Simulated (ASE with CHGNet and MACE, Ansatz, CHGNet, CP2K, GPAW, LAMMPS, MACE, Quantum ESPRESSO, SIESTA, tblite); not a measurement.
# Amorphous 43Bi2O3-57BaO (mol %) (99 atoms) in machine-learned potentials

Aim: run amorphous 43Bi2O3-57BaO (mol %) (99 atoms) in machine-learned potentials and see how near its forces come to a plane-wave reference, and at what cost.

Main program and level: ASE with CHGNet and MACE; the method is named at each step.

## 1. Starting point

The cell holds 99 atoms: 26 Bi, 17 Ba and 56 O. Cell: a = 11.971 Å, b = 11.971 Å, c = 11.971 Å, α = 90.0°, β = 90.0°, γ = 90.0°. 99 atoms (26 Gd, 17 Ba, 56 O) placed at random at 7.52 g/cm³, melted at 5000 K for 10 ps at fixed volume with the Morse and Coulomb pair potential with partial charges (Pedone, Malavasi, Menziani, Cormack and Segre, J. Phys. Chem. B 110, 11780 (2006)). Quenched from 5000 K to 300 K at 50 K/ps and fixed volume, held 5 ps, then minimised at fixed cell. Then Gd was replaced by Bi and the cell scaled by 1.02 (the potential has no terms for the new elements, so the cell is a start for a DFT relaxation).

The yardstick, on the same geometry:

- method: Kohn-Sham DFT, PBE, PAW, plane waves (Ansatz 0.2.0); cutoff 420 eV, Γ point, fermi-dirac smearing of 0.05 eV; PAW set soft_2
- r.m.s. force component: 0.5622 eV/Å
- longest force: 2.587 eV/Å
- pressure: 7.369 GPa
- gap (highest filled to lowest empty level): 1.233 eV
- SCF cycles: 12
- time: 55 s on 4 threads of Arm Neoverse V1, shared host
- CPU time: 3.6 min

## 2. CHGNet r2SCAN potential

Method: machine-learned interatomic potential CHGNet r2SCAN, trained on r2SCAN plane-wave data.

run.py

```python
import numpy as np
from ase.io import read
import mlip  # loads the published weights by name

atoms = read("structure.xyz")
atoms.calc = mlip.calc("chgnet-r2scan")
energy = atoms.get_potential_energy()
forces = atoms.get_forces()
print(f"energy {energy:.6f} eV")
print("forces (eV/A)")
for i, (a, f) in enumerate(zip(atoms, forces)):
    print(f"{i:4d} {a.symbol:2s} {f[0]:10.5f} {f[1]:10.5f} {f[2]:10.5f}")
stress = -atoms.get_stress(voigt=False) * 160.21766
print("stress (GPa, compression positive)")
for row in stress:
    print(" ".join(f"{x:10.4f}" for x in row))
```

structure.xyz

```xyz
99
Lattice="11.97103 0.00000 0.00000 0.00000 11.97103 0.00000 0.00000 0.00000 11.97103" Properties=species:S:1:pos:R:3 pbc="T T T"
Bi 2.96810 3.21721 8.34333
Bi 10.48926 11.92542 3.99832
Bi 1.25025 0.44891 9.40205
Bi 1.12959 2.90226 4.53439
Bi 10.04537 10.89579 8.48124
Bi 1.09691 11.35165 6.08787
Bi 9.78787 2.70940 2.17609
Bi 7.48441 2.88095 4.77644
Bi 7.87251 8.91195 10.82265
Bi 7.12647 8.79907 7.70731
Bi 4.61615 1.30891 3.12228
Bi 1.69749 8.42066 3.78428
Bi 2.14988 2.51344 0.55234
Bi 10.93350 2.62836 7.39367
Bi 10.39301 5.37619 4.62573
Bi 7.45939 6.71479 4.94416
Bi 5.56162 11.44909 9.41773
Bi 5.30412 2.78817 11.76668
Bi 10.87616 11.81337 0.30035
Bi 7.32340 0.17490 1.19363
Bi 4.20447 0.86419 6.53115
Bi 10.04884 6.54372 8.45622
Bi 6.97384 5.05297 1.88113
Bi 4.41719 5.51398 5.95750
Bi 8.51116 5.47902 10.91830
Bi 1.39522 5.93033 6.40773
Ba 1.81517 11.65547 2.36105
Ba 0.36907 8.71347 10.25678
Ba 3.30317 8.86383 8.22122
Ba 11.07883 5.93224 1.54307
Ba 1.46669 5.65679 10.26659
Ba 3.55815 10.38080 0.06584
Ba 7.09212 4.40917 7.87933
Ba 10.84204 8.78865 1.57228
Ba 7.50332 11.77399 5.73879
Ba 2.72449 5.39091 2.40606
Ba 4.74532 7.79123 0.97277
Ba 11.00257 3.13198 10.97923
Ba 7.48022 9.10361 2.67684
Ba 8.13850 1.81672 9.50500
Ba 4.75453 9.39139 4.84659
Ba 5.07428 6.22972 10.08033
Ba 10.61603 8.62094 5.74669
O 0.26971 6.97061 8.03998
O 8.54181 4.47022 3.57886
O 9.36984 10.92201 2.07673
O 3.28677 5.58269 8.02322
O 11.74047 4.30203 6.12677
O 3.34375 3.27551 10.63949
O 9.07320 4.34261 0.74460
O 8.67912 2.45334 6.71647
O 7.55827 8.98713 5.43868
O 1.21063 7.48932 1.75064
O 0.40821 10.61447 8.26983
O 6.24373 0.81930 11.10995
O 2.18507 1.12815 7.45699
[... 39 atom lines left out ...]
O 11.49602 1.09762 2.21703
O 2.77225 3.88316 5.86724
O 2.08128 9.33513 5.89932
O 9.13725 6.17011 6.37182
```

Run with:

```
> OMP_NUM_THREADS=1 python run.py > output.txt
```

What it wrote:

```text
CHGNet vr2scan initialized with 412,525 parameters
CHGNet will run on cpu
energy -2474.380371 eV
forces (eV/A)
   0 Bi   -0.07758    0.05165    0.06469
   1 Bi   -0.03513   -0.09734   -0.03409
   2 Bi    0.43218   -0.11963   -0.62754
   3 Bi    0.19003    0.13456    0.07843
   4 Bi   -0.23000    0.08791   -0.12244
   5 Bi    0.41364   -0.06909    0.06628
   6 Bi   -0.07183   -0.42351    0.27616
   7 Bi    0.18673    0.30680    0.15285
   8 Bi   -0.07646    0.28269    0.72165
   9 Bi    0.36786   -0.30493    0.17771
  10 Bi    0.50046    0.28055   -0.13361
  11 Bi   -0.09926   -0.06810   -0.02782
  12 Bi   -0.12766   -0.10932   -0.44055
  13 Bi    0.12343   -0.03144   -0.10865
  14 Bi   -0.10352   -0.13740    0.31550
  15 Bi    0.04189   -0.03938   -0.04052
  16 Bi    0.08651   -0.10609   -0.49364
  17 Bi    0.19494    0.24188    0.19979
  18 Bi   -0.10451    0.00032   -0.17329
  19 Bi   -0.01639    0.06040   -0.08632
  20 Bi    0.27389   -0.20606    0.23396
  21 Bi    0.08986    0.18402   -0.22491
  22 Bi   -0.40673   -0.19345    0.30301
  23 Bi   -0.90953    0.04537    0.29531
[...]
91 O    -0.59205    1.21687   -0.10478
  92 O    -0.81431    0.05549   -0.76487
  93 O    -0.29601    0.15680    0.97700
  94 O     0.39180   -0.30077    0.24005
  95 O     0.08016   -0.11426    0.04839
  96 O    -0.33666   -0.28889   -0.07569
  97 O     0.51041   -0.04704    0.44868
  98 O     0.02654   -0.17365    0.80262
stress (GPa, compression positive)
    3.8269    -0.4399    -0.8235
   -0.4399     4.7607    -0.2714
   -0.8235    -0.2714     4.1558
```

Elapsed: 5.2 s, on 1 thread of Arm Neoverse V1, shared host; peak memory 0.99 GiB.

Banners, paths, timers and routine set-up lines are dropped from the logs unmarked, and long logs keep their key lines alone; longer cuts are marked.

Compared with the plane-wave run:

- r.m.s. force component: 0.4293 eV/Å
- r.m.s. difference of force components: 208 meV/Å
- longest difference of force vectors: 971 meV/Å
- force difference over r.m.s. force: 37 %
- slope of forces against the reference's: 0.7231
- correlation of force components: 0.947
- pressure: 4.248 GPa
- pressure difference: -3.121 GPa

Length of the force difference by element (eV/Å):

| element | atoms | mean | most |
| --- | --- | --- | --- |
| Ba | 17 | 0.34 | 0.97 |
| Bi | 26 | 0.29 | 0.63 |
| O | 56 | 0.34 | 0.67 |

The surroundings of Bi7, picked at random, nearest first, numbered as they follow in the input and with coordinates relative to it.

| atom | x | y | z | distance (Å) | bonds | Fx | Fy | Fz (eV/Å) |
| --- | --- | --- | --- | --- | --- | --- | --- | --- |
| Bi7 | 0.00 | 0.00 | 0.00 | 0.00 | 6 | -0.07 | -0.42 | 0.28 |
| O57 | -1.01 | -1.31 | 1.55 | 2.27 | 4 | 0.04 | -0.45 | 0.01 |
| O50 | -0.71 | 1.63 | -1.43 | 2.29 | 5 | 0.31 | 0.05 | 0.21 |
| O84 | 1.68 | 1.20 | 1.08 | 2.33 | 4 | 0.51 | 0.03 | -0.36 |
| O96 | 1.71 | -1.61 | 0.04 | 2.35 | 4 | 0.08 | -0.11 | 0.05 |
| O85 | -0.60 | -1.34 | -1.92 | 2.41 | 5 | -0.44 | 0.62 | -0.48 |
| O45 | -1.25 | 1.76 | 1.40 | 2.57 | 5 | 0.01 | 0.22 | -0.46 |
| Bi2 | 0.70 | -2.76 | 1.82 | 3.38 | 6 | -0.04 | -0.10 | -0.03 |
| Ba38 | 1.21 | 0.42 | -3.17 | 3.42 | 7 | 0.31 | -0.24 | -0.30 |

Atoms are counted from 1 here, from 0 in the log.

Forces lie 37 % from the reference's, at 0.021 times its CPU time (on 1 against 4 cores).

## 3. MACE MPA-0 medium potential

Method: machine-learned interatomic potential MACE MPA-0 medium, trained on PBE(+U) plane-wave data.

Edit run.py of step 2 so:

```diff
@@ -5,3 +5,3 @@
 atoms = read("structure.xyz")
-atoms.calc = mlip.calc("chgnet-r2scan")
+atoms.calc = mlip.calc("mace-mpa-0-medium")
 energy = atoms.get_potential_energy()
```

structure.xyz is that of step 2.

What it wrote:

```text
energy -556.008071 eV
forces (eV/A)
   0 Bi    0.30224    0.06854   -0.20180
   1 Bi    0.04272   -0.22158   -0.22147
   2 Bi    0.19149   -0.28115   -0.55551
   3 Bi    0.29938   -0.00574   -0.00336
   4 Bi   -0.33064    0.13585    0.00280
   5 Bi    0.68014   -0.47190    0.07539
   6 Bi   -0.20531   -0.60843    0.01885
   7 Bi    0.09687    0.69946    0.11042
   8 Bi    0.32750    0.33439    0.69496
   9 Bi    0.56381   -0.30916   -0.07307
  10 Bi    0.84463    0.33864   -0.17093
  11 Bi   -0.06974    0.08894   -0.24057
  12 Bi   -0.21211    0.06980   -0.52614
  13 Bi    0.17558   -0.07516   -0.07871
  14 Bi   -0.07395   -0.06782    0.55149
  15 Bi    0.06907    0.30238   -0.01140
  16 Bi    0.04896    0.18604   -0.60340
  17 Bi    0.22126    0.29006    0.12625
  18 Bi   -0.36522   -0.04724   -0.52628
  19 Bi   -0.06116    0.25356   -0.30051
  20 Bi    0.34681    0.01355    0.32566
  21 Bi    0.08808    0.20482   -0.14407
  22 Bi   -0.69331   -0.15418   -0.11069
  23 Bi   -0.29766    0.07431    0.27184
[...]
91 O    -0.64395    1.14132   -0.22395
  92 O    -0.87620    0.11292   -0.79836
  93 O    -0.19835    0.44539    0.95037
  94 O     0.14355   -0.35980    0.22675
  95 O     0.28184   -0.07060    0.24521
  96 O    -0.31951   -0.27908   -0.04572
  97 O     0.68274   -0.05011    0.71128
  98 O     0.29576   -0.05484    0.87839
stress (GPa, compression positive)
    7.0866    -0.5932    -1.1291
   -0.5932     8.6466    -0.2248
   -1.1291    -0.2248     7.6271
```

The job ended after 10 s (1 thread; peak memory 1 GiB).

Against the reference:

* r.m.s. force component: 0.4989 eV/Å
* r.m.s. difference of force components: 141.4 meV/Å
* longest difference of force vectors: 497.6 meV/Å
* force difference over r.m.s. force: 25.16 %
* slope of forces against the reference's: 0.8621
* correlation of force components: 0.9715
* pressure: 7.787 GPa
* pressure difference: 0.4183 GPa

Against the first run (37 %), the force difference from the reference is 25 %, at 2.1 times the CPU time.

## 4. CHGNet 0.3.0 potential

Method: machine-learned interatomic potential CHGNet 0.3.0, trained on PBE(+U) plane-wave data.

Edit run.py of step 3 so:

```diff
@@ -5,3 +5,3 @@
 atoms = read("structure.xyz")
-atoms.calc = mlip.calc("mace-mpa-0-medium")
+atoms.calc = mlip.calc("chgnet-0.3.0")
 energy = atoms.get_potential_energy()
```

structure.xyz is that of step 3.

What it wrote:

```text
CHGNet v0.3.0 initialized with 412,525 parameters
CHGNet will run on cpu
energy -598.394836 eV
forces (eV/A)
   0 Bi    0.00911    0.09792   -0.02143
   1 Bi    0.21465   -0.20234   -0.08850
   2 Bi    0.49062   -0.28270   -0.58815
   3 Bi    0.27731    0.14530    0.07219
   4 Bi   -0.15766    0.23496   -0.09019
   5 Bi    0.44463   -0.22129   -0.00135
   6 Bi   -0.00299   -0.53454    0.20644
   7 Bi    0.44445    0.58056    0.13878
   8 Bi    0.12227    0.18368    0.67728
   9 Bi    0.35237   -0.44420    0.05993
  10 Bi    0.52797    0.41240   -0.35277
  11 Bi   -0.13180   -0.02340   -0.12146
  12 Bi    0.05264   -0.10798   -0.48861
  13 Bi    0.24029   -0.09246    0.00646
  14 Bi   -0.17709   -0.03851    0.35441
  15 Bi    0.06962   -0.03640    0.01999
  16 Bi    0.05344   -0.06807   -0.59922
  17 Bi    0.02962    0.34959    0.14574
  18 Bi   -0.10300   -0.14881   -0.21342
  19 Bi    0.05257    0.02605   -0.10462
  20 Bi    0.11617   -0.17354    0.44201
  21 Bi    0.04148   -0.04561   -0.07784
  22 Bi   -0.53181   -0.15699    0.19260
  23 Bi   -0.78489    0.04824    0.39658
[...]
91 O    -0.72568    1.40165   -0.14403
  92 O    -1.03860    0.15738   -0.97661
  93 O    -0.36180    0.38763    1.01331
  94 O     0.28632   -0.33722    0.15972
  95 O     0.23354   -0.01177    0.01480
  96 O    -0.37714   -0.32581   -0.08862
  97 O     0.71735   -0.07575    0.64204
  98 O     0.11888   -0.12121    1.04407
stress (GPa, compression positive)
    6.3377    -0.5206    -0.9181
   -0.5206     7.6097    -0.2749
   -0.9181    -0.2749     6.5894
```

Elapsed: 5.2 s, on 1 thread; peak memory 0.99 GiB.

Numbers from this run, and their distance from the reference:

```yaml
r_m_s_force_component: 0.51 eV/Å
r_m_s_difference_of_force_components: 163.7 meV/Å
longest_difference_of_force_vectors: 644.3 meV/Å
force_difference_over_r_m_s_force: 29.12 %
slope_of_forces_against_the_reference_s: 0.8692
correlation_of_force_components: 0.958
pressure: 6.846 GPa
pressure_difference: -0.5229 GPa
```

Against the first run (37 %), the force difference from the reference is 29 %, at 1.0 times the CPU time.

## 5. The ladder

Differences are against the plane-wave reference, forces as r.m.s. over components; share is that over the reference's r.m.s. force, slope the least-squares factor from reference forces to these. Total energies of different programs have different zeros and aren't compared.

| run | Δ force, r.m.s. (meV/Å) | share (%) | slope | Δ pressure (GPa) | cores | CPU time | memory (GiB) |
| --- | --- | --- | --- | --- | --- | --- | --- |
| reference | - | - | - | - | 4 | 3.6 min | 2.6 |
| CHGNet r2SCAN potential | 208 | 37.0 | 0.723 | -3.12 | 1 | 4.5 s | 0.99 |
| MACE MPA-0 medium potential | 141 | 25.2 | 0.862 | 0.418 | 1 | 9.5 s | 1.0 |
| CHGNet 0.3.0 potential | 164 | 29.1 | 0.869 | -0.523 | 1 | 4.6 s | 0.99 |

Times of the machine-learned potentials are mostly Python's start and the loading of weights.

CPU time is summed over cores on a shared host, where runs went side by side, so it is rough. Symmetry, cutoffs, thresholds, outputs and thread counts weren't matched or tuned between programs; memory under MPI is the largest rank's times the ranks.

## 6. Summary of results

* nearest in forces: MACE MPA-0 medium potential, 25 %
* its CPU time: 9.5 s

What this shows: Machine-learned potentials differ by 25 % (MACE MPA-0 medium potential) to 37 % (CHGNet r2SCAN potential); they were trained on other programs' data, some at another functional. Machine-learned potentials mimic data converged in k, so the reference's own k-point error enters their differences. The quench rate of 50 K/ps is many orders above laboratory rates, so the cell is likely richer in defects and strain than a real sample. The network of bonds at the start is that of the classical potential that made the cell, and needn't be the one that DFT or experiment would give. The reference's pressure of 7.4 GPa belongs to a cell and atoms that aren't relaxed at this level. The electronic-structure runs sample only Γ, in a cell whose shortest periodic width is 12 Å. Spin–orbit coupling is left out, which matters for the levels of the heavy elements.

[Also dropped from logs without a mark: logging warnings of Python, and SIESTA's first energy breakdown and zero terms.]

[Logs are printed without paths, hosts, clocks, repeated set-up lines and the standing remarks that a program may print on its own settings, such as how far it seeks lower states.]

[Hosts, paths, dates, database ids (printed as entryN), source tags and the programs' standing remarks are cut or masked in the printed files.]
